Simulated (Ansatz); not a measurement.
**As (Pm-3m, 1 atom in the cell): phonons and vibrational spectra**

Aim: the vibrations of As (Pm-3m, 1 atom in the cell), their spectra, and whether the structure is stable.

Calculated with Ansatz 0.2.0; DFT PBEsol, scalar-relativistic, plane waves, PAW.

Most raw output is cut from this account.

This is not the structure that As takes at ambient pressure and room temperature (space group No. 166); it is a model or a phase of other conditions.

**1. Set-up**

The structure is cubic, space group Pm-3m (No. 221). Conventional cell: a = 2.704 Å, b = 2.704 Å, c = 2.704 Å, α = 90.00°, β = 90.00°, γ = 90.00°. Nearest to As lie 6 As at 2.70 Å.

**2. Bringing the structure to rest**

The cell and atoms are relaxed, since residual forces and stress would shift the frequencies.

File input.yaml:

```yaml
crystal:
  lattice:
    - [2.7036817444, 0.0, 0.0]
    - [0.0, 2.7036817444, 0.0]
    - [0.0, 0.0, 2.7036817444]
  atoms:
    - { symbol: As, position: [0.5, 0.5, 0.5] }
kpoints:
  mp_grid: { grid: [14, 14, 14] }
hamiltonian:
  xc: pbesol
scf:
  occupations: { method: gaussian, width: 0.1 }
output:
  forces: true
  stress: true
  eigenvalues: true
relax:
  adjacent_minimum: "off"
  f_tol: 0.005
  max_steps: 80
  cell: { stress_tol: 0.05 }
```

Run with:

```
$ ansatz run input.yaml --threads 4 --pin off --max-ram 7168MiB --backend cpu --events-out ev --progress --plain --runs-dir out
```

The job ended after 2.3 s (4 threads of Arm Neoverse V1, shared host; peak memory 0.31 GiB).

Relaxation path:

```
step  energy less that of the first step (eV)  largest force component (eV/Å)  pressure (GPa)  volume (Å³)
   1                                   0.0000                          0.0000           -1.24        19.76
   2                                  -0.0011                          0.0000            0.45        19.37
   3                                  -0.0012                          0.0000           -0.01        19.47
  4*                                  -0.0011                          0.0000           -0.01        19.47
```

Relaxation steps marked * repeat the geometry before them on a plane-wave basis chosen anew for their cell, so energy and pressure can jump there.

```
conventional cell, symmetrised  before  after  change
                         a (Å)   2.704  2.690  -0.5 %
                         b (Å)   2.704  2.690  -0.5 %
                         c (Å)   2.704  2.690  -0.5 %
              volume (Å³/atom)   19.76  19.47  -1.5 %
```

The relaxed structure:

```xyz
1
Lattice="2.6904 0.0000 0.0000 0.0000 2.6904 0.0000 0.0000 0.0000 2.6904" Properties=species:S:1:pos:R:3 pbc="T T T"
As    1.3452    1.3452    1.3452
```

This step gave:

```yaml
pressure: -0.01174 GPa
volume_per_atom: 19.47 Å³
gap_on_the_k_mesh: 0 eV
```

In this step the volume went from 19.76 to 19.47 Å³/atom.

**3. Tight relaxation**

Phonons need a cell at rest on their own settings, so the relaxation is repeated with tight tolerances on forces and stress, using the mesh and the filling of the phonon run that follows.

File input.yaml:

```yaml
crystal:
  lattice:
    - [2.6904298767, 0.0, 0.0]
    - [0.0, 2.6904298767, 0.0]
    - [0.0, 0.0, 2.6904298767]
  atoms:
    - { symbol: As, position: [0.5, 0.5, 0.5] }
kpoints:
  mp_grid: { grid: [16, 16, 16] }
hamiltonian:
  xc: pbesol
scf:
  occupations: { method: methfessel_paxton, width: 0.15 }
output:
  forces: true
  stress: true
  eigenvalues: true
  write_density: true
  write_potential: true
  elf: true
  volumetric_format: npy
relax:
  adjacent_minimum: "off"
  f_tol: 0.001
  max_steps: 60
  cell: { stress_tol: 0.01 }
```

Elapsed: 3 s, on 4 threads; peak memory 0.33 GiB; 10 s of CPU time.

Little changed from the start: no atom moved by 0.005 Å and no cell edge by 0.1 %.

Numbers from this step:

```
pressure        : -3.80e-4 GPa
volume per atom : 19.43 Å³
```

ELF in the ac plane at fractional y = 0.500, with atoms of As within 0.2 Å of it. It is the smooth field of the valence electrons, not physical close to the nuclei.

Ten even steps from '_' (0.10) to '@' (0.64):
```
____::==##%%@@@@@@%%##==::__
..::==**%%@@@@@@@@@@%%**==::
--==**%%@@@@@@@@@@@@@@%%**==
**##%%@@@@@@######@@@@@@%%##
##%%@@@@@@**------**@@@@@@%%
%%@@@@@@##--..::..--##@@@@@@
@@@@@@@@##--::**::--##@@@@@@
%%@@@@@@##--..::..--##@@@@@@
##%%@@@@@@**------**@@@@@@%%
**##%%@@@@@@######@@@@@@%%##
--==**%%@@@@@@@@@@@@@@%%**==
..::==**%%@@@@@@@@@@%%**==::
____::==##%%@@@@@@%%##==::__
____..--**##%%@@%%##**--..__
```
Columns run along a (2.7 Å), rows up along c (2.7 Å). Atoms in or near the plane, at fractional coordinates: As at (0.50, 0.50).

Electrostatic potential energy in the ac plane at fractional y = 0.500, with atoms of As within 0.2 Å of it. With pseudopotentials it is smooth inside the atoms' cores, unlike the true potential.

Values in eV, 14 rows by 14 columns:
```
14 14 13 12 11 10  9  8  9 10 11 12 13 14
14 13 12 10  8  4  0 -1  0  4  8 10 12 13
13 12 10  6 -1 -6 -8 -8 -8 -6 -1  6 10 12
12 11  8 -1 -8 -6 -1  2 -1 -6 -8 -1  8 11
11 10  4 -6 -6  5 16 21 16  5 -6 -6  4 10
10  9  0 -8 -1 16 32 32 32 16 -1 -8  0  9
10  8 -1 -8  2 21 32 32 32 21  2 -8 -1  8
10  9  0 -8 -1 16 32 32 32 16 -1 -8  0  9
11 10  4 -6 -6  5 16 21 16  5 -6 -6  4 10
12 11  8 -1 -8 -6 -1  2 -1 -6 -8 -1  8 11
13 12 10  6 -1 -6 -8 -8 -8 -6 -1  6 10 12
14 13 12 10  8  4  0 -1  0  4  8 10 12 13
14 14 13 12 11 10  9  8  9 10 11 12 13 14
14 14 14 13 12 11 10 10 10 11 12 13 14 14
```
Columns run along a (2.7 Å; values clipped at the 3rd and 97th percentile), rows up along c (2.7 Å). Atoms in or near the plane, at fractional coordinates: As at (0.50, 0.50).

Valence density in the ac plane at fractional y = 0.500, with atoms of As within 0.2 Å of it. It is the smooth field of the valence electrons, not physical close to the nuclei.

Values in e/Å³, 14 rows by 14 columns:
```
 0  0  0  0  0  0  0  0  0  0  0  0  0  0
 0  0  0  0  0  0  1  1  1  0  0  0  0  0
 0  0  0  0  1  1  1  1  1  1  1  0  0  0
 0  0  0  1  1  2  3  4  3  2  1  1  0  0
 0  0  0  1  2  5  9 12  9  5  2  1  0  0
 0  0  1  1  3  9 20 26 20  9  3  1  1  0
 0  0  1  1  4 12 26 34 26 12  4  1  1  0
 0  0  1  1  3  9 20 26 20  9  3  1  1  0
 0  0  0  1  2  5  9 12  9  5  2  1  0  0
 0  0  0  1  1  2  3  4  3  2  1  1  0  0
 0  0  0  0  1  1  1  1  1  1  1  0  0  0
 0  0  0  0  0  0  1  1  1  0  0  0  0  0
 0  0  0  0  0  0  0  0  0  0  0  0  0  0
 0  0  0  0  0  0  0  0  0  0  0  0  0  0
```
Columns run along a (2.7 Å), rows up along c (2.7 Å). Atoms in or near the plane, at fractional coordinates: As at (0.50, 0.50).

The forces vanish by symmetry and the pressure is 0.000 GPa, within the tolerances set. The cell now holds 19.43 Å³/atom.

**4. Response at finite wavevector**

Stability and thermal properties need the whole zone. Linear response on a 4×4×4 q mesh gives force constants as far as a supercell of that size would.

input.yaml, the sections that differ from step 3:

```yaml
crystal:
  lattice:
    - [2.6885784294, 0.0, 0.0]
    - [0.0, 2.6885784294, 0.0]
    - [0.0, 0.0, 2.6885784294]
  atoms:
    - { symbol: As, position: [0.5, 0.5, 0.5] }
output:
  eigenvalues: true
phonons:
  method: dfpt
  qmesh: [4, 4, 4]
  temperatures: { t_max: 1000, t_step: 50 }
  qpath:
    path:
      - [[0.0, 0.0, 0.0], [0.0, 0.5, 0.0], [0.5, 0.5, 0.0], [0.0, 0.0, 0.0], [0.5, 0.5, 0.5], [0.0, 0.5, 0.0]]
      - [[0.5, 0.5, 0.5], [0.5, 0.5, 0.0]]
    npoints: 10
# kpoints, hamiltonian, scf: as in step 3
# relax: removed
```

Elapsed: 94 s, on 4 threads; peak memory 1.4 GiB.

Numbers from this step:

| Item | Value |
| --- | --- |
| sum-rule residual before enforcement | 6.69e-6 eV/Å² |
| lowest frequency on the path | -195.6 cm⁻¹ |
| highest frequency on the path or at a solved wavevector | 192.2 cm⁻¹ |
| lowest mode on the q mesh (acoustic modes at Γ apart) | -195.6 cm⁻¹ |

Frequencies (cm⁻¹) solved at each irreducible wavevector; negative means imaginary. Frequencies by wavevector, by row:

```
q in reciprocal lattice units  star  mode 1  mode 2  mode 3
                        0 0 0     1       0       0       0
                     0 0 0.25     6    57.2    57.2   139.1
                     0 0 -0.5     3    65.3    65.3   152.9
                  0 0.25 0.25    12    80.3     132   164.1
                  0 0.25 -0.5    12    81.2    87.4   155.2
                  0 -0.5 -0.5     3    93.3    97.7    97.7
               0.25 0.25 0.25     8   152.9   152.9   192.2
               0.25 0.25 -0.5    12   -48.7   156.4   178.6
               0.25 -0.5 -0.5     6   -51.1   -51.1   164.5
               -0.5 -0.5 -0.5     1  -195.6  -195.6  -195.6
```

Interpolated from a 4×4×4 q mesh. Phonon branches along the path, in cm⁻¹:

```
    point  branch 1  branch 2  branch 3
        Γ         0         0         0
  halfway        57        57       139
        X        65        65       153
  halfway        81        87       155
        M        93        98        98
  halfway        80       132       164
        Γ         0         0         0
  halfway       153       153       192
        R      -196      -196      -196
  halfway       -49       156       179
        X        65        65       153
jump to R      -196      -196      -196
  halfway       -51       -51       164
        M        93        98        98
```

Tetrahedra on a 24×24×24 mesh, mean over bins of 5 cm-1. Interpolated from a 4×4×4 q mesh. The phonon density of states by wavenumber; read off at these points:

```
wavenumber (cm⁻¹)  phonon density of states (1/cm⁻¹/cell)
             -198                                       0
             -188                                  2.3e-4
             -178                                  4.4e-4
             -168                                  5.6e-4
             -158                                  6.8e-4
             -142                                  8.1e-4
             -132                                  9.0e-4
             -122                                  9.8e-4
             -112                                 0.00102
             -102                                 0.00109
              -92                                 0.00112
              -82                                 0.00109
              -72                                 0.00108
              -62                                  0.0011
              -48                                 0.00107
              -38                                   0.001
              -28                                  9.2e-4
              -18                                  9.3e-4
               -8                                  9.7e-4
                2                                 0.00102
               12                                 0.00114
               22                                  0.0014
               32                                 0.00207
               42                                 0.00304
               58                                 0.00585
               68                                  0.0117
               78                                  0.0176
               88                                  0.0219
               98                                  0.0259
              108                                  0.0217
              118                                  0.0260
              128                                  0.0260
              138                                  0.0248
              152                                  0.0340
              162                                  0.0195
              172                                  0.0193
              182                                 0.00579
              192                                  1.7e-4
```

Second derivatives of the energy by pair, one row for each kind of neighbour of each atom listed. Each entry sums the pair over the periodic images of the supercell that the q mesh stands for, and in a polar crystal it holds the long-range dipole part too. Force constants by pair, by row:

```
atom  neighbour  distance (Å)  third of the trace (eV/Å²)  along the pair's line (eV/Å²)
 As1     itself             0                       3.928                              –
 As1         As         2.689                      0.1756                         0.3273
 As1         As         3.802                     -0.3333                         -0.721
 As1         As         4.657                      0.1471                         0.1115
 As1         As         5.377                      -1.113                         -3.091
 As1         As         6.012                      0.1887                         0.3321
 As1         As         6.586                     -0.1674                        -0.1456
```

Symmetry leaves 10 wavevectors to solve. The lowest mode among them, the acoustic zeros apart, lies at q = (-0.5, -0.5, -0.5) and is imaginary, 195.6i cm⁻¹, so the energy falls along it.

**5. What came out**

* space group after relaxation (within 0.01 Å): Pm-3m
* volume per atom: 19.4 Å³
* electronic character: no gap on this mesh
* lowest mode on the q mesh (acoustic modes at Γ apart): -196 cm⁻¹
* highest frequency on the path or at a solved wavevector: 192 cm⁻¹
* imaginary modes on the 4×4×4 q mesh: yes

In words: Modes are clearly imaginary (beyond 10i cm⁻¹) at 3 of the 10 irreducible wavevectors, most at q = (-0.5, -0.5, -0.5) (195.6i cm⁻¹), so this structure is not a minimum of the energy. With no gap, or one that is small against the smearing, the frequencies hang on the k mesh and the smearing, most of all near Kohn anomalies. These are harmonic frequencies at zero temperature: anharmonic shifts, linewidths and thermal expansion are left out.

[Logs are printed without paths, hosts, clocks, repeated set-up lines and the standing remarks that a program may print on its own settings, such as how far it seeks lower states.]

[Hosts, paths, dates, database ids (printed as entryN), source tags and the programs' standing remarks are cut or masked in the printed files.]
